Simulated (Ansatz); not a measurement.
Computed results, one entry a study.

### InSe (R3m): spin-orbit coupling beyond the local functionals

The structure is trigonal, space group R3m (No. 160). Conventional cell: a = 4.000 Å, b = 4.000 Å, c = 25.320 Å, α = 90.00°, β = 90.00°, γ = 120.00°. In has 3 Se at 2.64 Å and 1 In at 2.82 Å nearest. Nearest to In lie 3 Se at 2.63 Å and 1 In at 2.82 Å. Se has 3 In at 2.64 Å nearest. Nearest to Se lie 3 In at 2.63 Å. Farther neighbours and most contacts between anions are not listed.

| Item | Value |
| --- | --- |
| method | DFT, HSE06 with spin-orbit coupling, plane waves, PAW (and 1 further level or step) |
| program | Ansatz 0.2.0 |
| settings of one run | cutoff 420 eV, 4×4×4 k-mesh, smearing width 0.02 eV, default PAW, PAW set soft 2 |
| cost | 2 runs, 3.3 min in all on 1 × NVIDIA H100 80GB HBM3 (shared by 6 runs) with 3 threads of AMD EPYC 7R13 (Zen 3), shared host (the runs of this entry) |
| notes | The database entry behind the starting cell differs from later determinations by our own check (c about 1.5 % long). The cell and positions come from the Crystallography Open Database and are kept as given unless a step says otherwise. |
| HSE06 | 1.18 eV |
| HSE06+SOC | 1.15 eV |

Spin-orbit coupling changes the gap by −0.03 eV and the least direct gap by −0.03 eV.

[Runs of the session that timed out or met a known fault of the program may be left out.]

[Cells called generated may have been cut or substituted from an entry of the Crystallography Open Database or the Materials Project.]

[Hosts, paths, dates, database ids (printed as entryN), source tags and the programs' standing remarks are cut or masked in the printed files.]
